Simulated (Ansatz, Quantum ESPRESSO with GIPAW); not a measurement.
# Shieldings and field gradients in Ca(BH4)2, part 2 of 2

Wanted: NMR shieldings and quadrupolar couplings for each site of Ca(BH4)2.

Quantum ESPRESSO with GIPAW; PBEsol.

So far. Step 3 (Magnetic response): An axis of order three or more runs through Ca, so two principal values coincide and the skew is ±1. In this run the largest span is that of B (site symmetry 2), with principal values 117.6, 124.3 and 128.7 ppm.

**4. Electric field gradients**

Level of this step: DFT, PBEsol, plane-wave PAW, default files, scalar-relativistic, field gradients (Ansatz).

2H, 11B and 43Ca have a quadrupole moment, which couples to the field gradient and broadens the lines. The gradient is a property of the ground-state density and needs no response; it is taken from a second code that counts the whole PAW charge. C_Q = eQV_zz/h, with Q = 0.00285783 barn for 2H, 0.04059 barn for 11B, -0.0408 barn for 43Ca.

This step: DFT, PBEsol, plane-wave PAW, default files (PAW set soft_2), scalar-relativistic, field gradients (Ansatz 0.2.0), on the same atoms.

The input, input.yaml:

```yaml
crystal:
  lattice:
    - [-2.970866, 2.970866, 6.562949]
    - [2.970866, -2.970866, 6.562949]
    - [2.970866, 2.970866, -6.562949]
  atoms:
    - { symbol: Ca, position: [0.75, 0.25, 0.5] }
    - { symbol: Ca, position: [0.0, 0.0, 0.0] }
    - { symbol: B, position: [0.9696683474, 0.4696683474, 0.5] }
    - { symbol: B, position: [0.7803316526, 0.7803316526, 0.0] }
    - { symbol: B, position: [0.5303316526, 0.0303316526, 0.5] }
    - { symbol: B, position: [0.2196683474, 0.2196683474, 0.0] }
    - { symbol: H, position: [0.9212179368, 0.3957376905, 0.2661063679] }
    - { symbol: H, position: [0.8287820632, 0.5948884311, 0.9745197537] }
    - { symbol: H, position: [0.1296313226, 0.6551115689, 0.7338936321] }
    - { symbol: H, position: [0.6203686774, 0.8542623095, 0.0254802463] }
    - { symbol: H, position: [0.3448884311, 0.0787820632, 0.4745197537] }
    - { symbol: H, position: [0.4051115689, 0.3796313226, 0.2338936321] }
    - { symbol: H, position: [0.6042623095, 0.8703686774, 0.5254802463] }
    - { symbol: H, position: [0.1457376905, 0.1712179368, 0.7661063679] }
    - { symbol: H, position: [0.0598523801, 0.3209364966, 0.5462374121] }
    - { symbol: H, position: [0.6901476199, 0.736385032, 0.7610841165] }
    - { symbol: H, position: [0.7746990845, 0.513614968, 0.4537625879] }
    - { symbol: H, position: [0.9753009155, 0.9290635034, 0.2389158835] }
    - { symbol: H, position: [0.486385032, 0.9401476199, 0.2610841165] }
    - { symbol: H, position: [0.263614968, 0.0246990845, 0.9537625879] }
    - { symbol: H, position: [0.6790635034, 0.2253009155, 0.7389158835] }
    - { symbol: H, position: [0.0709364966, 0.3098523801, 0.0462374121] }
kpoints:
  mp_grid: { grid: [4, 4, 4] }
scf:
  occupations: { method: fixed }
hamiltonian:
  xc: pbesol
  pseudopotentials: { kind: paw, frozen_core: stored }
output:
  forces: false
  stress: false
  efg:
    quadrupole_moments_barn: { Ca: -0.0408, B: 0.04059, H: 0.00285783 }
```

Launch:

```sh
ansatz run input.yaml --threads 4 --pin off --max-ram 16384MiB --backend cpu --events-out ev --progress --plain --runs-dir out
```

The log of the run:

```text
[... set-up, SCF cycles and energies left out ...]
--- PAW observables at the nuclei: V_zz in 10²¹ V/m², potentials from the cell's mean, atoms counted from 1 ---
  atom   1  Ca V_zz =    -0.450815   η = 0.0000   by run symmetry: allowed   C_q = +0.4447 MHz
  atom   2  Ca V_zz =    -0.450815   η = 0.0000   by run symmetry: allowed   C_q = +0.4447 MHz
  atom   3  B  V_zz =    +0.158469   η = 0.7132   by run symmetry: allowed   C_q = +0.1555 MHz
  atom   4  B  V_zz =    +0.158469   η = 0.7132   by run symmetry: allowed   C_q = +0.1555 MHz
  atom   5  B  V_zz =    +0.158469   η = 0.7132   by run symmetry: allowed   C_q = +0.1555 MHz
  atom   6  B  V_zz =    +0.158469   η = 0.7132   by run symmetry: allowed   C_q = +0.1555 MHz
  atom   7  H  V_zz =    +1.787103   η = 0.1405   by run symmetry: allowed   C_q = +0.1235 MHz
  atom   8  H  V_zz =    +1.787103   η = 0.1405   by run symmetry: allowed   C_q = +0.1235 MHz
  atom   9  H  V_zz =    +1.787103   η = 0.1405   by run symmetry: allowed   C_q = +0.1235 MHz
  atom  10  H  V_zz =    +1.787103   η = 0.1405   by run symmetry: allowed   C_q = +0.1235 MHz
  atom  11  H  V_zz =    +1.787103   η = 0.1405   by run symmetry: allowed   C_q = +0.1235 MHz
  atom  12  H  V_zz =    +1.787103   η = 0.1405   by run symmetry: allowed   C_q = +0.1235 MHz
  atom  13  H  V_zz =    +1.787103   η = 0.1405   by run symmetry: allowed   C_q = +0.1235 MHz
  atom  14  H  V_zz =    +1.787103   η = 0.1405   by run symmetry: allowed   C_q = +0.1235 MHz
  atom  15  H  V_zz =    +1.678498   η = 0.1158   by run symmetry: allowed   C_q = +0.1160 MHz
  atom  16  H  V_zz =    +1.678498   η = 0.1158   by run symmetry: allowed   C_q = +0.1160 MHz
  atom  17  H  V_zz =    +1.678498   η = 0.1158   by run symmetry: allowed   C_q = +0.1160 MHz
  atom  18  H  V_zz =    +1.678498   η = 0.1158   by run symmetry: allowed   C_q = +0.1160 MHz
  atom  19  H  V_zz =    +1.678498   η = 0.1158   by run symmetry: allowed   C_q = +0.1160 MHz
  atom  20  H  V_zz =    +1.678498   η = 0.1158   by run symmetry: allowed   C_q = +0.1160 MHz
  atom  21  H  V_zz =    +1.678498   η = 0.1158   by run symmetry: allowed   C_q = +0.1160 MHz
  atom  22  H  V_zz =    +1.678498   η = 0.1158   by run symmetry: allowed   C_q = +0.1160 MHz
[the lines on potentials at the nuclei are left out]
```

Elapsed: 2.5 s, on 4 threads of Intel Xeon Platinum 8488C (Sapphire Rapids), shared host; peak memory 0.62 GiB; 6 s of CPU time.

Among nuclei of half-integer spin the second-order effect is largest for 43Ca on Ca (spin 7/2, C_Q 0.44 MHz): at 9.4 T it moves the centre of gravity of the MAS line by -0.69 ppm from δ_iso, and by a quarter of that at twice the field, by δ_Q = −(3/40)(C_Q/ν0)²(1 + η²/3)[I(I+1) − 3/4]/[I²(2I−1)²] × 10⁶ ppm with ν0 = 27.0 MHz.

**5. NMR parameters by site**

Spectra are read against a reference compound, and shifts rise as shieldings fall. A slope other than one corrects for the functional's tendency to overstate or understate differences of shielding. For ¹H and ⁷Li, with little paramagnetic shielding, slope and scatter come mostly from geometry, vibration and the shape term.

Reference lines, from the same functional and files: 1H: δ = (29.62 − σ) / 1.196, zero at TMS, fitted to 10 measured values, from Ca(OH)2, CsH2PO4, LiBH4, LiH, MgH2, NaH, NaOH and NH4H2PO4, with a scatter of 0.63 ppm r.m.s. (this compound left out), with σ taken with the shape term of a sphere (5.3 ppm here). Kinds of site that fitted badly were split off after the misses were seen, so the scatter is that of the points kept.

Covalently bonded atoms count as neighbours within 1.18 times the sum of their radii. Otherwise a cation's neighbours lie within 1.2 times its shortest bond (1.3 for large cations, each anion's radius taken off where they differ), and an anion's are the cations that count it.

```csv
site,atom no.,atoms in cell,surroundings,bonds (Å),δ_iso (ppm),C_Q (MHz),η_Q
Ca,1,2,CaH12,2.31 to 2.77,-,0.44,0.00
B,3,4,BH4,1.231,-,0.16,0.71
H(1),7,8,bound to B,1.230,-0.24,0.123,0.14
H(2),15,8,bound to B,1.232,0.02,0.116,0.12
```

The 2 H sites spread over 0.31 ppm in shielding, from H(2) (least shielded) to H(1).

Simulated spectrum, 1H MAS at 62.5 kHz, 7.05 T (300.2 MHz), lines broadened by 0.5 ppm; rigid lattice, with dipolar and J couplings left out: a single narrow line at -0.11 ppm.

At this broadening the 2 sites give 1 resolved isotropic line.

**6. Summary of results**

| Item | Value |
| --- | --- |
| 1H shift | 0.02, -0.24 ppm |
| 2H size of C_Q | 0.116, 0.123 MHz |
| 11B shielding without shape term | 123.5 ppm |
| 11B size of C_Q | 0.16 MHz |
| 43Ca shielding without shape term | 1090 ppm |
| 43Ca size of C_Q | 0.44 MHz |

In words: 1H has 2 sites, in the ratio 1:1: H(2) (bound to B) at a shift of 0.02 and H(1) (bound to B) at a shift of -0.24 ppm. The closest two lie 0.26 ppm apart, less than the scatter of the reference line; errors within one crystal cancel in part, but their order is not certain. No sound run at another cutoff or mesh is at hand, so convergence rests on the f-sum rule and on experience with these files. Hydrogen's values are less sure: spans of ¹H carry errors of some ppm on PAW files, the bulk susceptibility matters on its narrow scale, and it is treated as a fixed classical nucleus at 0 K. Groups such as BH4 often reorient fast at room temperature, which averages anisotropies and couplings that this rigid-lattice calculation keeps whole. This build of gipaw.x prints that it is not audited and that its numbers are no references by themselves. It also reports spline_ps as false although the input sets it; why was not traced. The field gradients use PAW files made for PBE. 1 further run of this session failed or came with warnings and is not shown (1 stopped by an error).

[Banner, clock, file and message-heading lines were taken out of the pw.x and gipaw.x logs.]

[Logs are printed without paths, hosts, clocks, repeated set-up lines and the standing remarks that a program may print on its own settings, such as how far it seeks lower states.]

[Hosts, paths, dates, database ids (printed as entryN), source tags and the programs' standing remarks are cut or masked in the printed files.]

[Where no reference line passes its bar on scatter, no shift is given, so a measured shift of this compound may stand uncompared.]
